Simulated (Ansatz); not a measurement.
## Random alloy of the fcc Cu-Al line, x = 0.125 (128 atoms): geometry optimisation

How does random alloy of the fcc Cu-Al line, x = 0.125 (128 atoms) relax, and what do bonds and levels look like afterwards?

Program: Ansatz 0.2.0. Level of theory: Kohn-Sham DFT, PBE, PAW (set soft_2), plane waves. Results are calculated unless marked as measured.

**1. Set-up**

The cell holds 128 atoms: 112 Cu and 16 Al. Its edges and angles: a = 12.767 Å, b = 12.767 Å, c = 12.767 Å, α = 109.5°, β = 109.5°, γ = 109.5°. It derives from Cu (fcc Cu-Al) and Al. Fcc Cu-Al: 128 atoms, 16 of 128 Cu sites given to Al at random, cell and internal coordinates interpolated linearly between the end members (Vegard's rule); not relaxed, displaced by a Gaussian of 0.02 Å. Lattice constants are starting values near those of PBE.

What the set-up can't give: The host structure and its lattice constant were typed by rule, without a check against the phase diagram.

**2. Single point at the start**

The forces at the start show how far the geometry lies from a minimum of this functional.

The input, input.yaml:

```yaml
crystal:
  lattice:
    - [-7.37125, 7.37125, 7.37125]
    - [7.37125, -7.37125, 7.37125]
    - [7.37125, 7.37125, -7.37125]
  atoms:
    - { symbol: Cu, position: [0.49845, 0.00149, 0.00137] }
    - { symbol: Cu, position: [0.74805, 0.12042, 0.12472] }
    - { symbol: Cu, position: [0.6244, 0.2528, 0.12633] }
    - { symbol: Cu, position: [0.62419, 0.12187, 0.25165] }
    - { symbol: Cu, position: [0.75102, 0.2511, 0.99904] }
    - { symbol: Cu, position: [0.99858, 0.37232, 0.12327] }
    - { symbol: Cu, position: [0.8743, 0.49856, 0.12585] }
    - { symbol: Cu, position: [0.8769, 0.37723, 0.25278] }
    - { symbol: Al, position: [0.74891, 0.00106, 0.25029] }
    - { symbol: Cu, position: [0.00036, 0.12445, 0.37337] }
    - { symbol: Cu, position: [0.87353, 0.24813, 0.37352] }
    - { symbol: Cu, position: [0.87407, 0.12384, 0.49794] }
    - { symbol: Cu, position: [0.00257, 0.00074, 0.9988] }
    - { symbol: Cu, position: [0.24854, 0.1248, 0.12575] }
    - { symbol: Cu, position: [0.12736, 0.24906, 0.12628] }
    - { symbol: Al, position: [0.12811, 0.12699, 0.24939] }
    - { symbol: Cu, position: [0.25124, 0.25057, 0.001] }
    - { symbol: Cu, position: [0.49798, 0.37405, 0.12297] }
    - { symbol: Cu, position: [0.37693, 0.50085, 0.12551] }
    - { symbol: Cu, position: [0.37659, 0.37746, 0.25165] }
    - { symbol: Al, position: [0.5024, 0.49967, 0.00068] }
    - { symbol: Cu, position: [0.75056, 0.62449, 0.12526] }
    - { symbol: Cu, position: [0.63003, 0.7545, 0.1286] }
    - { symbol: Cu, position: [0.62236, 0.62242, 0.24615] }
    - { symbol: Cu, position: [0.75162, 0.75065, 0.00141] }
    - { symbol: Cu, position: [0.00071, 0.87338, 0.12184] }
    - { symbol: Cu, position: [0.87573, 1.0e-05, 0.12635] }
    - { symbol: Cu, position: [0.87581, 0.87528, 0.24998] }
    - { symbol: Cu, position: [0.24925, 0.99936, 0.25043] }
    - { symbol: Cu, position: [0.5017, 0.12704, 0.37568] }
    - { symbol: Cu, position: [0.37474, 0.25112, 0.37688] }
    - { symbol: Al, position: [0.37568, 0.12424, 0.49971] }
    [... 90 atom lines left out ...]
    - { symbol: Cu, position: [0.62202, 0.00149, 0.87192] }
    - { symbol: Al, position: [0.62439, 0.8748, 0.00047] }
    - { symbol: Cu, position: [0.00193, 0.75365, 0.7506] }
    - { symbol: Cu, position: [0.25183, 0.8747, 0.87867] }
    - { symbol: Cu, position: [0.12713, 0.99877, 0.87359] }
    - { symbol: Cu, position: [0.1223, 0.87444, 0.99796] }
kpoints:
  mp_grid: { grid: [2, 2, 2] }
hamiltonian:
  xc: pbe
scf:
  occupations: { method: fermi_dirac, width: 0.1 }
output:
  forces: true
```

Run with:

```console
> ansatz run input.yaml --threads 11 --pin off --max-ram 102400MiB --backend cuda --events-out ev --progress --plain --runs-dir out
```

Numbers of over 12 decimals in the logs are rounded to 6 here.

The program printed:

```text
Engine: ansatz 0.2.0, x86_64-unknown-linux-gnu
Pseudopotentials: kind: paw
Pseudopotential: Cu, paw, valence charge 19, recommended cutoff 420 eV (normal), Cu.paw.azcp
Pseudopotential: Al, paw, valence charge 3, recommended cutoff 420 eV (normal), Al.paw.azcp
[... 5 lines on functional and potentials left out ...]
device memory: the entry about to start is reckoned to put 67.4 GiB on a device that reports 78.6 GiB free
GPU FFT provider: cuFFT
GPU libraries: cuBLAS 13.8.2, cuFFT 12.4.0, cuSOLVER 12.3.4
Crystal: 128 atoms, lattice volume = 1602.077 Å³
Basis set: ecut = 420 eV, 31317 PW (Γ), exchange–correlation on 180×180×180 points (8 copies of the dense FFT grid, shifted against one another)
Bands: 1216, of which v1, the nominal top of the filled ones, is band 1088 counted from 1 (1087 counted from 0)
Symmetry: 1 space group operations
Space group: P1 (ITA 1), of the structure as read, at distance tolerance 1.2e-4 Å
k-points: 8
[... 5 lines on functional and potentials left out ...]
Initial density: superposition of atomic densities (neutral atoms: chi_scale 0, normalization atom), corrected by the library's trained network
Initial wavefunctions: pseudopotential atomic-orbital guess
GPU buffer pool allocated for 729000 grid points (all kernels)
GPU transforms: local potential and band sums: pruned to the plane-wave sphere, on 90×90×90
Functional: x = pbe(κ = 0.804, μ = 0.219515), c = pbe(β = 0.066725)
SCF iter   1: F=—  HF=-750628.800565 eV  |F-HF|=—  |Δ(HF+E_count)|=         —  Δρ=2.83e-3  dr2=1.97e-1  ethr=1.77e-3  ⟨swp⟩=4.9  Hψ=28902  notcnv=0  defer=440
preconditioner: auto → Kerker (q_TF=auto, 2.871 Å⁻¹)  [metal: Δε(μ)=0.016 eV  Ē_g=6.841 eV  σ=0.100 eV  W_gap=0.04  n_scr=626 (ndim 8)  ℏωp=33.2 eV  f_vac=0.001  D(μ)=45.92/eV (n_scr^D=320)]
SCF iter   2: F=—  HF=-750628.793637 eV  |F-HF|=—  |Δ(HF+E_count)|=   6.93e-3  Δρ=9.00e-4  dr2=5.84e-2  ethr=9.05e-6  ⟨swp⟩=2.0  Hψ=16727  notcnv=0  defer=552
SCF iter   3: F=—  HF=-750628.812943 eV  |F-HF|=—  |Δ(HF+E_count)|=   1.93e-2  Δρ=6.94e-4  dr2=3.26e-2  ethr=2.68e-6  ⟨swp⟩=1.0  Hψ=9153  notcnv=0  defer=552
SCF iter   4: F=—  HF=-750628.831312 eV  |F-HF|=—  |Δ(HF+E_count)|=   1.84e-2  Δρ=1.94e-4  dr2=3.80e-3  ethr=1.50e-6  ⟨swp⟩=2.0  Hψ=9329  notcnv=0  defer=552
SCF iter   5: F=—  HF=-750628.788599 eV  |F-HF|=—  |Δ(HF+E_count)|=   4.27e-2  Δρ=1.69e-4  dr2=7.97e-4  ethr=1.75e-7  ⟨swp⟩=3.0  Hψ=18071  notcnv=0  defer=552
SCF iter   6: F=—  HF=-750628.788565 eV  |F-HF|=—  |Δ(HF+E_count)|=   3.41e-5  Δρ=6.17e-5  dr2=8.80e-5  ethr=3.66e-8  ⟨swp⟩=2.0  Hψ=13869  notcnv=0  defer=552
SCF iter   7: F=—  HF=-750628.814467 eV  |F-HF|=—  |Δ(HF+E_count)|=   2.59e-2  Δρ=2.18e-5  dr2=1.87e-5  ethr=4.04e-9  ⟨swp⟩=2.0  Hψ=13998  notcnv=0  defer=552
SCF iter   8: F=—  HF=-750628.814466 eV  |F-HF|=—  |Δ(HF+E_count)|=   5.41e-7  Δρ=9.88e-6  dr2=2.85e-6  ethr=8.58e-10  ⟨swp⟩=2.0  Hψ=13943  notcnv=0  defer=552
SCF iter   9: F=—  HF=-750628.814467 eV  |F-HF|=—  |Δ(HF+E_count)|=   7.78e-8  Δρ=6.39e-6  dr2=5.31e-7  ethr=1.31e-10  ⟨swp⟩=2.0  Hψ=17829  notcnv=0  defer=552
SCF iter  10: F=—  HF=-750628.814466 eV  |F-HF|=—  |Δ(HF+E_count)|=   8.37e-8  Δρ=2.98e-6  dr2=1.45e-7  ethr=2.44e-11  ⟨swp⟩=2.0  Hψ=17947  notcnv=0  defer=552
SCF iter  11: F=-750628.814466 eV  HF=-750628.814466 eV  |F-HF|=3.26e-8  |Δ(HF+E_count)|=   2.41e-8  Δρ=1.10e-6  dr2=3.19e-8  ethr=4.60e-12  ⟨swp⟩=3.0  Hψ=27193  notcnv=0
SCF 1 converged in 11 iterations: F = -750628.814466 eV  dr2 = 3.19e-8
  greatest PAW one-centre occupation: 1.000 electrons in one spin orbital (limit 2), on the Cu atom at site 72 (counted from 0), in its partial waves of l = 0
SCF converged after 11 iterations
Free energy (F): -750628.814466 eV
Harris-Foulkes:  -750628.814466 eV  (|F-HF|=3.26e-8)
Internal energy: -750627.345438 eV  (E = F + TS)
E sigma→0 (E₀):  -750628.079952 eV
Entropy (-TS):   -1.469028 eV (-11.477 meV/atom)
Fermi energy:    15.140993 eV
--- Per-component energies (eV) ---
  E_band       = -43427.486769
  E_kinetic    = 33931.587660
  E_local      = -518062.890489  (includes V_loc(G=0)·N_el)
  E_nonlocal   = 43814.722684
  E_hartree    = 230481.121779
  E_xc         = -10655.260465
  E_vxc        = -13391.962002  (∫ρ·V_xc dr)
  E_paw        = -193727.420037  (= ΣΔE_a)
  E_vpaw       = -50681.231969  (= ΣTr[D̂ρ^β])
  E_aug_tail   = 0.035195  (compensation charges beyond the density's cutoff)
  E_ewald      = -336409.241767
  E_smearing   = -1.469028  (= −TS)
  E_closure    = -0.000000  (closes the sum)
  Σ components = -750628.814466   (vs F -750628.814466, Δ=0.00e0)
--- Forces (eV/Å), atoms counted from 1 ---
  atom   1  Cu    -0.09796174     0.15301497     0.07135358
  atom   2  Cu     0.25562873    -0.24181930     0.24805851
  atom   3  Cu    -0.17951370     0.27538326    -0.04822293
  atom   4  Cu     0.19495921    -0.25027009     0.33664886
  atom   5  Cu     0.12034312     0.02547586    -0.17127978
  atom   6  Cu     0.14026859    -0.01161898     0.22086824
  atom   7  Cu     0.00885267     0.01040007     0.13426191
  atom   8  Cu    -0.13929450    -0.05377691    -0.08642225
  atom   9  Al     0.43939254     0.63534374     0.11543936
  atom  10  Cu     0.16182498     0.06393378    -0.04507133
  atom  11  Cu     0.14775709     0.04067561     0.25947882
  atom  12  Cu     0.06684408     0.06211012    -0.01807817
  atom  13  Cu     0.04189733    -0.16752419    -0.16143680
  atom  14  Cu    -0.20220240     0.10066514     0.10139820
[...]
atom 127  Cu     0.20166309    -0.11318772    -0.11922353
  atom 128  Cu    -0.05435723     0.16664496     0.02190563
  max |Σ_I F_I| component: 1.16e-5 eV/Å
```

Elapsed: 7.3 s, on 1 × NVIDIA H100 80GB HBM3 with 11 threads of AMD EPYC 7R13 (Zen 3), shared host; peak memory 2 GiB.

That memory is the host's; the program planned up to 67.4 GiB on the GPU.

The run gave:

```yaml
free_energy: -750628.8145 eV
free_energy_per_atom: -5864.2876 eV/atom
scf_cycles: 11
r_m_s_force_component: 0.2057 eV/Å
longest_force: 1.272 eV/Å
fermi_energy: 15.14 eV
```

The r.m.s. force component of 0.21 eV/Å sets the starting point.

Length of the force by element:

```
element  coordination  atoms  mean length of the force (eV/Å)  spread   least   most
     Al           all     16                            0.708   0.320   0.182   1.27
     Cu           all    112                            0.223  0.0965  0.0354  0.508
```

**3. Cell and atoms relaxed**

Cell and atoms are freed together, to release stress as well as forces.

input.yaml, as its differences from that of step 2:

```diff
@@ -15 +15,5 @@
   forces: true
+relax:
+  f_tol: 0.04
+  max_steps: 150
+  cell: {}
```

The program printed:

```text
[...]
GPU FFT provider: cuFFT
GPU libraries: cuBLAS 13.8.2, cuFFT 12.4.0, cuSOLVER 12.3.4
Crystal: 128 atoms, lattice volume = 1602.077 Å³
Basis set: ecut = 420 eV, 31317 PW (Γ), exchange–correlation on 180×180×180 points (8 copies of the dense FFT grid, shifted against one another)
Bands: 1306, of which v1, the nominal top of the filled ones, is band 1088 counted from 1 (1087 counted from 0)
Symmetry: 1 space group operations
[...]
k-points: 8
[...]
GPU buffer pool allocated for 729000 grid points (all kernels)
[...]
SCF iter   1: F=—  HF=-750628.804605 eV  |F-HF|=—  |Δ(HF+E_count)|=         —  Δρ=2.91e-3  dr2=1.98e-1  ethr=1.77e-3  ⟨swp⟩=5.0  Hψ=36569  notcnv=0  defer=613
[...]
SCF iter  10: F=-750628.814466 eV  HF=-750628.814467 eV  |F-HF|=5.89e-8  |Δ(HF+E_count)|=   1.14e-7  Δρ=1.90e-6  dr2=7.26e-8  ethr=4.60e-12  ⟨swp⟩=2.0  Hψ=36183  notcnv=0
SCF 1 converged in 10 iterations: F = -750628.814466 eV  dr2 = 7.26e-8
[...]
relax step   1: F+E_penalty+E_count = -750628.81446647 eV  Δ(F+E_penalty+E_count) = +0.000e0 eV  max|allowed force component| = 1.099e0 eV/Å  Δτ_max = 0.0000 Å  P = -2.230 GPa  Ω = 1602.077 Å³  (10 SCF iters, dr2 threshold 1.00e-7 eV, accepted)
[...]
relax step   2: F+E_penalty+E_count = -750629.75718282 eV  Δ(F+E_penalty+E_count) = -9.427e-1 eV  max|allowed force component| = 5.093e-1 eV/Å  Δτ_max = 0.0818 Å  P = -0.896 GPa  Ω = 1583.009 Å³  energy of the carried Pulay correction = +1.184e-2 eV  (8 SCF iters, dr2 threshold 1.28e-5 eV, accepted)
[...]
relax step   3: F+E_penalty+E_count = -750630.21316421 eV  Δ(F+E_penalty+E_count) = -4.560e-1 eV  max|allowed force component| = 3.858e-2 eV/Å  Δτ_max = 0.0981 Å  P = -0.080 GPa  Ω = 1572.162 Å³  energy of the carried Pulay correction = +1.864e-2 eV  (8 SCF iters, dr2 threshold 1.28e-5 eV, accepted)
[...]
relax step   4: F+E_penalty+E_count = -750630.21836010 eV  Δ(F+E_penalty+E_count) = -5.196e-3 eV  max|allowed force component| = 5.697e-3 eV/Å  Δτ_max = 0.0143 Å  P = +0.001 GPa  Ω = 1571.242 Å³  energy of the carried Pulay correction = +1.922e-2 eV  (9 SCF iters, dr2 threshold 6.39e-8 eV, accepted)
[...]
relax step   5: F+E_penalty+E_count = -750630.19455683 eV  Δ(F+E_penalty+E_count) = +2.380e-2 eV  max|allowed force component| = 5.549e-3 eV/Å  Δτ_max = 0.0000 Å  P = +0.016 GPa  Ω = 1571.242 Å³  stress off target by 2.84e-2 GPa  SCF on the basis re-selected at this cell (its energy is not comparable with the rows above)  (7 SCF iters)
basis re-selected at this cell: Δ(F+E_penalty+E_count) = +2.380e-2 eV, ΔP = +0.016 GPa vs the last step (what re-selecting the basis moved, of the pressure what is left beyond the Pulay correction that the steps carried, after the strain that the cell walked since its last selection, [...]
SCF converged after 7 iterations
Free energy (F): -750630.194557 eV
[...]
Internal energy: -750628.840996 eV  (E = F + TS)
E sigma→0 (E₀):  -750629.517777 eV
Entropy (-TS):   -1.353561 eV (-10.575 meV/atom)
Fermi energy:    15.534166 eV
[...]
--- Forces (eV/Å), atoms counted from 1 ---
  atom   1  Cu    -0.00131796    -0.00155883     0.00074997
  atom   2  Cu    -0.00217036     0.00077437     0.00045868
  atom   3  Cu    -0.00020537     0.00001357     0.00125174
  atom   4  Cu    -0.00029635    -0.00055444     0.00014811
  atom   5  Cu    -0.00136514     0.00039698    -0.00202855
  atom   6  Cu     0.00044320    -0.00037224    -0.00004639
  atom   7  Cu    -0.00214784     0.00006764    -0.00206134
  atom   8  Cu    -0.00097096    -0.00005652    -0.00054040
  atom   9  Al     0.00019364     0.00050312     0.00195764
  atom  10  Cu    -0.00047266     0.00030485    -0.00086908
  atom  11  Cu    -0.00131421    -0.00091150     0.00043543
  atom  12  Cu     0.00097627    -0.00062047     0.00070381
  atom  13  Cu     0.00154879     0.00052714    -0.00131070
  atom  14  Cu     0.00021354     0.00001762     0.00035628
[...]
atom 127  Cu    -0.00009427     0.00030798    -0.00173287
  atom 128  Cu    -0.00097760     0.00051443    -0.00232735
  max |Σ_I F_I| component: 2.49e-6 eV/Å
--- Stress (GPa, compression-positive) ---
        0.017285      -0.001705       0.011435
       -0.001705       0.016190      -0.001145
        0.011435      -0.001145       0.015995
  P = ⅓ Tr σ = 0.0165 GPa (0.165 kbar)
--- Band table (eV; the first three rows and the last of 8) ---
[...]
--- Relaxed structure (4 steps of the walk, 4 accepted, 1 SCFs on fresh bases) ---
  F+E_penalty+E_count = -750630.19455683 eV   max|allowed force component| = 5.549e-3 eV/Å   (the final SCF, on the basis selected at the relaxed cell)
  cell:  # Å, volume = 1571.2419 Å³
    - [-7.371901, 7.137419, 7.402024]
    - [7.398567, -7.155223, 7.446494]
    - [7.390075, 7.173397, -7.419828]
  atoms:
    - { symbol: Cu, position: [0.500256, 0.0014551, 0.000772608] }
    - { symbol: Cu, position: [0.750066, 0.126176, 0.126279] }
    - { symbol: Cu, position: [0.626963, 0.252181, 0.126377] }
    - { symbol: Cu, position: [0.626112, 0.128265, 0.251490] }
[...]
- { symbol: Cu, position: [0.123871, 0.872388, 0.998172] }
```

Wall time 52 s (1 × NVIDIA H100 80GB HBM3 with 11 threads); peak memory 2.2 GiB; 2.7 min of CPU time.

That memory is the host's; the program planned up to 68.8 GiB on the GPU.

The program notes that the band table was not solved further than the SCF left it.

The steps of the relaxation:

```
step  energy less that of the first step (eV)  largest force component (eV/Å)  pressure (GPa)  volume (Å³)
   1                                   0.0000                          1.0992           -2.23      1602.08
   2                                  -0.9427                          0.5093           -0.90      1583.01
   3                                  -1.3987                          0.0386           -0.08      1572.16
   4                                  -1.4039                          0.0057            0.00      1571.24
  5*                                  -1.3801                          0.0055            0.02      1571.24
```

Relaxation steps marked * repeat the geometry before them on a plane-wave basis chosen anew for their cell, so energy and pressure can jump there.

```
     cell as run  before   after  change
           a (Å)  12.767  12.652  -0.9 %
           b (Å)  12.767  12.704  -0.5 %
           c (Å)  12.767  12.693  -0.6 %
           α (°)  109.47  108.78  -0.6 %
           β (°)  109.47  111.25  +1.6 %
           γ (°)  109.47  108.31  -1.1 %
volume (Å³/atom)   12.52   12.28  -1.9 %
```

The atoms that moved most (Å, as changes of fractional coordinates times the final cell):

```
atom      dx      dy      dz  length
Al89  -0.031  -0.082  -0.153   0.176
Al16  -0.060   0.021  -0.119   0.135
Al84   0.079  -0.003   0.101   0.128
Al21   0.098  -0.044   0.062   0.124
Al92   0.052   0.106  -0.034   0.123
Al32  -0.085  -0.081   0.003   0.117
Al91  -0.023  -0.109   0.010   0.112
 Al9   0.074   0.078   0.012   0.108
```

The relaxation changed the energy by -10.8 meV/atom, and atoms moved by 0.058 Å r.m.s., 0.18 Å at most.

**4. Structure statistics after relaxation**

Bonds before and after, by the cutoffs listed below:

```
 pair  bonds before  bonds after  mean before (Å)  mean after (Å)  spread before (Å)  spread after (Å)
Cu-Cu           587          587            2.607           2.588              0.028             0.029
Cu-Al           170          170            2.605           2.589              0.028             0.037
Al-Al            11           11            2.603           2.731              0.026             0.021
```

Density 7.98 g/cm³, 12.28 Å³ an atom.

g(r), total and by pair (bins of 0.1 Å):

```
r (Å)  total  Cu-Cu  Cu-Al  Al-Al
 2.35   0.00   0.00   0.00   0.00
 2.45   0.05   0.00   0.23   0.00
 2.55  12.20  12.80  11.00   0.00
 2.65   5.05   4.72   6.45   1.37
 2.75   0.20   0.00   0.00  13.00
 2.85   0.00   0.00   0.00   0.00
 2.95   0.00   0.00   0.00   0.00
 3.05   0.00   0.00   0.00   0.00
 3.15   0.00   0.00   0.00   0.00
 3.25   0.00   0.00   0.00   0.00
 3.35   0.00   0.00   0.00   0.00
 3.45   0.05   0.00   0.17   0.81
 3.55   1.23   1.36   0.71   2.29
 3.65   1.58   1.66   1.31   1.49
 3.75   1.45   1.39   1.69   1.39
 3.85   0.05   0.00   0.24   0.00
 3.95   0.00   0.00   0.00   0.00
 4.05   0.00   0.00   0.00   0.00
 4.15   0.00   0.00   0.00   0.00
 4.25   0.02   0.00   0.08   0.00
 4.35   0.51   0.32   1.13   1.03
 4.45   6.20   6.48   5.25   5.89
 4.55   4.73   4.87   4.30   3.76
 4.65   0.20   0.01   0.75   1.81
 4.75   0.00   0.00   0.00   0.00
 4.85   0.00   0.00   0.00   0.00
 4.95   0.00   0.00   0.00   0.00
 5.05   0.13   0.07   0.33   0.38
 5.15   2.92   3.08   2.39   2.22
 5.25   1.24   1.17   1.52   0.72
 5.35   0.06   0.05   0.12   0.00
 5.45   0.02   0.00   0.00   0.99
 5.55   0.07   0.01   0.29   0.31
 5.65   1.85   1.98   1.44   1.53
 5.75   1.15   0.96   1.81   1.19
 5.85   3.33   3.59   2.61   1.14
 5.95   0.55   0.44   0.95   0.56
 6.05   0.03   0.00   0.10   0.81
 6.15   0.01   0.00   0.00   0.52
 6.25   0.19   0.14   0.34   0.99
 6.35   1.62   1.78   1.14   0.49
 6.45   0.11   0.05   0.25   0.95
 6.55   0.01   0.00   0.00   0.46
 6.65   0.08   0.00   0.31   0.22
```

Neighbours by pair of elements; one cutoff, the widest of the pairs' first minima of g(r), serves all pairs of this metal:

```
pair A-B  cutoff (Å)  bonds  mean length (Å)  spread (Å)  shortest (Å)  B about A  A about B
   Cu-Cu        3.08    587             2.59       0.029          2.52       10.5       10.5
   Cu-Al        3.08    170             2.59       0.037          2.49       1.52       10.6
   Al-Al        3.08     11             2.73       0.021          2.70       1.38       1.38
```

How many atoms have how many bonded neighbours:

```
element  mean   12
     Al    12   16
     Cu    12  112
```

For some of the pairs, g(r) has its first main peak near 2.59 Å (Cu-Cu), 2.59 Å (Cu-Al) and 2.73 Å (Al-Al). With the cutoffs above, all Al atoms have 12 and all Cu atoms have 12 bonded neighbours.

(Part 1 of 3 ends here.)

[Logs are printed without paths, hosts, clocks, repeated set-up lines and the standing remarks that a program may print on its own settings, such as how far it seeks lower states.]

[Hosts, paths, dates, database ids (printed as entryN), source tags and the programs' standing remarks are cut or masked in the printed files.]
